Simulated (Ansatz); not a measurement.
**NaVF3 (Pm-3m): phonons and vibrational spectra**

How does NaVF3 (Pm-3m) vibrate, and is this structure a minimum?

Method: DFT PBEsol, scalar-relativistic, plane waves, PAW; PAW set soft_1, in Ansatz 0.2.0.

Most raw output is cut from this account.

### 1. Set-up

The structure is cubic, space group Pm-3m (No. 221). Conventional cell: a = 4.168 Å, b = 4.168 Å, c = 4.168 Å, α = 90.00°, β = 90.00°, γ = 90.00°. Nearest to Na lie 12 F at 2.95 Å. Nearest to V lie 6 F at 2.08 Å. Nearest to F lie 2 V at 2.08 Å. Farther neighbours and most contacts between anions are not listed.

### 2. A magnetic order at the starting cell, 5 atoms

Phonons depend on the magnetic state, so simple orders are compared first, at the starting cell. This run starts ferromagnetic.

input.yaml reads:

```yaml
crystal:
  lattice:
    - [4.167837, 0.0, 0.0]
    - [0.0, 4.167837, 0.0]
    - [0.0, 0.0, 4.167837]
  atoms:
    - { symbol: Na, position: [0.0, 0.0, 0.0] }
    - { symbol: V, position: [0.5, 0.5, 0.5], spin: 2.0 }
    - { symbol: F, position: [0.0, 0.5, 0.5] }
    - { symbol: F, position: [0.5, 0.0, 0.5] }
    - { symbol: F, position: [0.5, 0.5, 0.0] }
kpoints:
  mp_grid: { grid: [8, 8, 8] }
hamiltonian:
  xc: pbesol
  pseudopotentials: { kind: paw, azcp: { folder: soft_1 }, xc_functional: pbe }
scf:
  occupations: { method: gaussian, width: 0.05 }
  max_iter: 100
output:
  forces: true
  stress: true
  eigenvalues: true
  populations: true
magnetization:
  spin_polarized: true
```

Launch:

```bash
> ansatz run input.yaml --threads 4 --pin off --max-ram 10240MiB --backend cpu --events-out ev --progress --plain --runs-dir out
```

Wall time 3 s (4 threads of Arm Neoverse V2, shared host); peak memory 0.43 GiB.

Numbers from this step:

- magnetization: 2.979 μB
- absolute magnetization: 3.032 μB
- site moments: 0.007013, 2.193, 0.02828, 0.02828, 0.02828 μB
- pressure: -5.556 GPa
- volume per atom: 14.48 Å³
- gap on the k-mesh: 0 eV

The cell carries a net spin moment of 2.98 μB and an absolute one of 3.03 μB.

### 3. A magnetic order at the starting cell, 10 atoms

Phonons depend on the magnetic state, so simple orders are compared first, at the starting cell. This run starts antiferromagnetic, q = (0.5, 0.5, 0.5).

System of this step: NaVF3 (Pm-3m). Symmetry: Pm-3m, No. 221, cubic system. The conventional cell has a = 4.168 Å, b = 4.168 Å, c = 4.168 Å, α = 90.00°, β = 90.00°, γ = 90.00°. Na has 12 F at 2.95 Å nearest. Nearest to V lie 6 F at 2.08 Å. Nearest to F lie 2 V at 2.08 Å. Farther neighbours and most contacts between anions are not listed.

input.yaml, the sections that differ from step 2:

```yaml
crystal:
  lattice:
    - [4.167837, 4.167837, 0.0]
    - [4.167837, 0.0, 4.167837]
    - [4.167837, 0.0, -4.167837]
  atoms:
    - { symbol: Na, position: [0.0, 0.0, 0.0] }
    - { symbol: Na, position: [0.0, 0.5, 0.5] }
    - { symbol: V, position: [0.5, 0.25, 0.75], spin: 2.0 }
    - { symbol: V, position: [0.5, 0.75, 0.25], spin: -2.0 }
    - { symbol: F, position: [0.5, 0.0, 0.5] }
    - { symbol: F, position: [0.5, 0.5, 0.0] }
    - { symbol: F, position: [0.0, 0.5, 0.0] }
    - { symbol: F, position: [0.0, 0.0, 0.5] }
    - { symbol: F, position: [0.5, 0.0, 0.0] }
    - { symbol: F, position: [0.5, 0.5, 0.5] }
# kpoints, hamiltonian, scf, output, magnetization: as in step 2
```

The job ended after 6.7 s (4 threads; peak memory 0.7 GiB; 25 s of CPU time).

The cell carries a net spin moment of 0.00 μB and an absolute one of 5.89 μB, so the moments cancel.

### 4. A magnetic order at the starting cell, 10 atoms (run 2)

Phonons depend on the magnetic state, so simple orders are compared first, at the starting cell. This run starts antiferromagnetic, q = (0, 0, 0.5).

input.yaml, the sections that differ from step 3:

```yaml
crystal:
  lattice:
    - [4.167837, 0.0, 0.0]
    - [0.0, 4.167837, 0.0]
    - [0.0, 0.0, 8.335674]
  atoms:
    - { symbol: Na, position: [0.0, 0.0, 0.0] }
    - { symbol: Na, position: [0.0, 0.0, 0.5] }
    - { symbol: V, position: [0.5, 0.5, 0.25], spin: 2.0 }
    - { symbol: V, position: [0.5, 0.5, 0.75], spin: -2.0 }
    - { symbol: F, position: [0.0, 0.5, 0.25] }
    - { symbol: F, position: [0.0, 0.5, 0.75] }
    - { symbol: F, position: [0.5, 0.0, 0.25] }
    - { symbol: F, position: [0.5, 0.0, 0.75] }
    - { symbol: F, position: [0.5, 0.5, 0.0] }
    - { symbol: F, position: [0.5, 0.5, 0.5] }
kpoints:
  mp_grid: { grid: [8, 8, 4] }
# hamiltonian, scf, output, magnetization: as in step 3
```

Elapsed: 11 s, on 4 threads; peak memory 0.8 GiB; 43 s of CPU time.

The cell carries a net spin moment of 0.00 μB and an absolute one of 5.98 μB, so the moments cancel.

### 5. The orders compared

An antiferromagnetic start is carried into the relaxation if it ends more than 3 meV per atom below the ferromagnetic start.

This step gave:

```yaml
start_carried_on: antiferromagnetic, q = (0.5, 0.5, 0.5)
```

Orders, by row:

```tsv
starting order	atoms	energy from the first start (meV/atom)	largest moment (μB)	gap on mesh (eV)	net moment of the cell (μB)	order kept
ferromagnetic	5	0	2.19	0	2.98	yes
antiferromagnetic, q = (0.5, 0.5, 0.5)	10	-11.1	2.19	0	0	yes
antiferromagnetic, q = (0, 0, 0.5)	10	-3.9	2.19	0	0	yes
```

The start carried on is the antiferromagnetic, q = (0.5, 0.5, 0.5) one.

### 6. Relaxation, k-mesh 8×8×8

The cell and atoms are relaxed, since residual forces and stress would shift the frequencies.

input.yaml, the sections that differ from step 4:

```yaml
crystal:
  lattice:
    - [4.167837, 4.167837, 0.0]
    - [4.167837, 0.0, 4.167837]
    - [4.167837, 0.0, -4.167837]
  atoms:
    - { symbol: Na, position: [0.0, 0.0, 0.0] }
    - { symbol: Na, position: [0.0, 0.5, 0.5] }
    - { symbol: V, position: [0.5, 0.25, 0.75], spin: 2.4 }
    - { symbol: V, position: [0.5, 0.75, 0.25], spin: -2.4 }
    - { symbol: F, position: [0.5, 0.0, 0.5] }
    - { symbol: F, position: [0.5, 0.5, 0.0] }
    - { symbol: F, position: [0.0, 0.5, 0.0] }
    - { symbol: F, position: [0.0, 0.0, 0.5] }
    - { symbol: F, position: [0.5, 0.0, 0.0] }
    - { symbol: F, position: [0.5, 0.5, 0.5] }
kpoints:
  mp_grid: { grid: [8, 8, 8] }
scf:
  occupations: { method: gaussian, width: 0.1 }
relax:
  adjacent_minimum: "off"
  f_tol: 0.005
  max_steps: 80
  cell: { stress_tol: 0.05 }
# hamiltonian, output, magnetization: as in step 4
```

Run time: 32 s. Hardware: 4 threads; peak memory 0.72 GiB; 2 min of CPU time.

Step by step:

```tsv
step	energy less that of the first step (eV)	largest force component (eV/Å)	pressure (GPa)	volume (Å³)
1	0.0000	0.0000	-5.98	144.80
2	-0.2288	0.0000	-2.63	137.08
3	-0.2817	0.0000	0.44	131.57
4	-0.2809	0.0000	-0.03	132.33
5*	-0.2637	0.0000	-0.30	132.33
6	-0.2654	0.0000	0.00	131.84
7*	-0.2641	0.0000	-0.01	131.84
```

Relaxation steps marked * repeat the geometry before them on a plane-wave basis chosen anew for their cell, so energy and pressure can jump there.

The run keeps the 48 symmetry operations that it works with, so distortions that break them were not tested.

```tsv
cell as run	before	after	change
a (Å)	5.894	5.713	-3.1 %
b (Å)	5.894	5.713	-3.1 %
c (Å)	5.894	5.713	-3.1 %
volume (Å³/atom)	14.48	13.18	-8.9 %
```

Numbers from this step:

```yaml
absolute_magnetization: 5.754 μB
pressure: -0.007095 GPa
volume_per_atom: 13.18 Å³
```

In this step the volume went from 14.48 to 13.18 Å³/atom.

### 7. Relaxation, k-mesh 10×10×10

The relaxation is repeated from its end, on the mesh and smearing that suit the cell and gap now reached.

input.yaml, the sections that differ from step 6:

```yaml
crystal:
  lattice:
    - [4.0396459696, 4.0396459696, 0.0]
    - [4.0396459696, 0.0, 4.0396459696]
    - [4.0396459696, 0.0, -4.0396459696]
  atoms:
    - { symbol: Na, position: [0.0, 0.0, 0.0] }
    - { symbol: Na, position: [0.0, 0.5, 0.5] }
    - { symbol: V, position: [0.5, 0.25, 0.75], spin: 2.3 }
    - { symbol: V, position: [0.5, 0.75, 0.25], spin: -2.3 }
    - { symbol: F, position: [0.5, 0.0, 0.5] }
    - { symbol: F, position: [0.5, 0.5, 0.0] }
    - { symbol: F, position: [0.0, 0.5, 0.0] }
    - { symbol: F, position: [0.0, 0.0, 0.5] }
    - { symbol: F, position: [0.5, 0.0, 0.0] }
    - { symbol: F, position: [0.5, 0.5, 0.5] }
kpoints:
  mp_grid: { grid: [10, 10, 10] }
# hamiltonian, scf, output, magnetization, relax: as in step 6
```

The job ended after 15 s (4 threads; peak memory 0.81 GiB; 59 s of CPU time).

Little changed from the start: no atom moved by 0.005 Å and no cell edge by 0.1 %.

Numbers from this step:

| Property | Result |
| --- | --- |
| absolute magnetization | 5.760 μB |
| pressure | 0.004752 GPa |

In this step the volume went from 13.18 to 13.18 Å³/atom.

### 8. Relaxing to small forces for the phonons

Phonons need a cell at rest on their own settings, so the relaxation is repeated with tight tolerances on forces and stress, using the mesh and the filling of the phonon run that follows.

input.yaml, as its differences from that of step 7:

```diff
@@ -17,3 +17,3 @@
 kpoints:
-  mp_grid: { grid: [10, 10, 10] }
+  mp_grid: { grid: [12, 12, 12] }
 hamiltonian:
@@ -22,3 +22,3 @@
 scf:
-  occupations: { method: gaussian, width: 0.1 }
+  occupations: { method: gaussian, width: 0.15 }
 output:
@@ -32,4 +32,4 @@
   adjacent_minimum: "off"
-  f_tol: 0.005
-  max_steps: 80
-  cell: { stress_tol: 0.05 }
+  f_tol: 0.001
+  max_steps: 60
+  cell: { stress_tol: 0.01 }
```

Elapsed: 33 s, on 4 threads; peak memory 0.98 GiB; 2.2 min of CPU time.

Little changed from the start: no atom moved by 0.005 Å and no cell edge by 0.1 %.

Numbers from this step:

```yaml
absolute_magnetization: 5.745 μB
pressure: -0.008445 GPa
```

The forces vanish by symmetry and the pressure is -0.008 GPa, within the tolerances set. The cell now holds 13.18 Å³/atom.

### 9. Modes at Γ

The zone centre is the only wavevector solved here; it holds the modes that light can see, as far as symmetry allows. No field response is asked, since the mesh shows no gap.

input.yaml, the sections that differ from step 8:

```yaml
crystal:
  lattice:
    - [4.0394753836, 4.0394753836, 0.0]
    - [4.0394753836, 0.0, 4.0394753836]
    - [4.0394753836, 0.0, -4.0394753836]
  atoms:
    - { symbol: Na, position: [0.0, 0.0, 0.0] }
    - { symbol: Na, position: [0.0, 0.5, 0.5] }
    - { symbol: V, position: [0.5, 0.25, 0.75], spin: 2.3 }
    - { symbol: V, position: [0.5, 0.75, 0.25], spin: -2.3 }
    - { symbol: F, position: [0.5, 0.0, 0.5] }
    - { symbol: F, position: [0.5, 0.5, 0.0] }
    - { symbol: F, position: [0.0, 0.5, 0.0] }
    - { symbol: F, position: [0.0, 0.0, 0.5] }
    - { symbol: F, position: [0.5, 0.0, 0.0] }
    - { symbol: F, position: [0.5, 0.5, 0.5] }
output:
  eigenvalues: true
  populations: true
phonons:
  method: dfpt
# kpoints, hamiltonian, scf, magnetization: as in step 8
# relax: removed
```

Run time: 31 min. Hardware: 4 threads; peak memory 6.4 GiB; 2 h of CPU time.

This step gave:

- sum-rule residual before enforcement: 5.63e-5 eV/Å²
- highest optical mode at the zone centre (no LO-TO term): 516.1 cm⁻¹
- lowest optical zone-centre mode: -127.1 cm⁻¹

Patterns of degenerate modes are one choice out of their space. The modes at Γ (shares of kinetic energy by element, %) (negative means imaginary):

```tsv
mode	frequency (cm⁻¹)	Na %	V %	F %
1	-127.1	0	0	100
2	-127.1	0	0	100
3	-127.1	0	0	100
4	-83.6	72	0	28
5	-83.6	72	0	28
6	-83.6	72	0	28
7	-77.2	76	2	23
8	-77.2	76	2	23
9	-77.2	76	2	23
10	0.0	18	39	44
11	0.0	18	39	44
12	0.0	18	39	44
13	121.9	0	0	100
14	121.9	0	0	100
15	121.9	0	0	100
16	169.1	28	0	72
17	169.1	28	0	72
18	169.1	28	0	72
19	201.4	7	31	62
20	201.4	7	31	62
21	201.4	7	31	62
22	328.3	0	100	0
23	328.3	0	100	0
24	328.3	0	100	0
25	485.0	0	0	100
26	485.0	0	0	100
27	487.2	0	0	100
28	516.1	0	28	72
29	516.1	0	28	72
30	516.1	0	28	72
```

Displacements in mode 1 (-127.1 cm⁻¹), the largest set to 1:
```
Na1  0.00  0.00  0.00
Na2  0.00  0.00  0.00
V3   0.00  0.00  0.00
V4   0.00  0.00  0.00
F5   0.00  0.90 -0.86
F6   0.00 -0.90  0.86
F7  -0.90  0.00  1.00
F8   0.90  0.00 -1.00
F9   0.86 -1.00  0.00
F10 -0.86  1.00  0.00
```

Displacements in mode 4 (-83.6 cm⁻¹), the largest set to 1:
```
Na1 -0.01 -0.23  1.00
Na2  0.01  0.23 -1.00
V3   0.00  0.00  0.00
V4   0.00  0.00  0.00
F5   0.00 -0.49  0.11
F6   0.00  0.49 -0.11
F7  -0.49  0.00  0.00
F8   0.49  0.00  0.00
F9   0.11  0.00  0.00
F10 -0.11  0.00  0.00
```

Before it was imposed, the acoustic sum rule was missed by 5.6e-5 eV/Å². Small misses are needed for a sound result but don't prove that mesh and cutoff are converged. The lowest optical mode is imaginary, 127.1i cm⁻¹, so the energy falls along it.

### 10. Summary of results

```json
{"space group after relaxation (within 0.01 Å)": "Pm-3m", "volume per atom": "13.2 Å³", "electronic character": "no gap on this mesh", "highest optical mode at the zone centre (no LO-TO term)": "516 cm⁻¹", "lowest optical zone-centre mode": "-127 cm⁻¹", "imaginary modes at Γ (the only wavevector solved)": "yes", "net magnetic moment of the cell as run": "0 μB"}
```

What this shows: A zone-centre mode is imaginary (127.1i cm⁻¹), so this structure is not a minimum of the energy. The optical modes at Γ span -127 to 516 cm⁻¹ (negative means imaginary). No dispersion was computed. The highest mode in this list at Γ, 516.1 cm⁻¹, is mostly motion of F (72 % of the kinetic energy). The magnetic order is imposed (antiferromagnetic, q = (0.5, 0.5, 0.5), in the reciprocal basis of the primitive cell) and the runs use its cell of 10 atoms, a multiple of the chemical cell, so that Γ here also holds zone-boundary modes of the chemical cell; it can lower the symmetry of the database entry. The magnetic state is the one that the run reached from its starting moments; a lower one was not ruled out. With no gap, or one that is small against the smearing, the frequencies hang on the k mesh and the smearing, most of all near Kohn anomalies. A semilocal functional can close a gap that the real compound would have, so the metallic treatment may be an artefact of the level. The PAW files were made for PBE and serve the other functionals too. These are harmonic frequencies at zero temperature: anharmonic shifts, linewidths and thermal expansion are left out.

[Logs are printed without paths, hosts, clocks, repeated set-up lines and the standing remarks that a program may print on its own settings, such as how far it seeks lower states.]

[Hosts, paths, dates, database ids (printed as entryN), source tags and the programs' standing remarks are cut or masked in the printed files.]
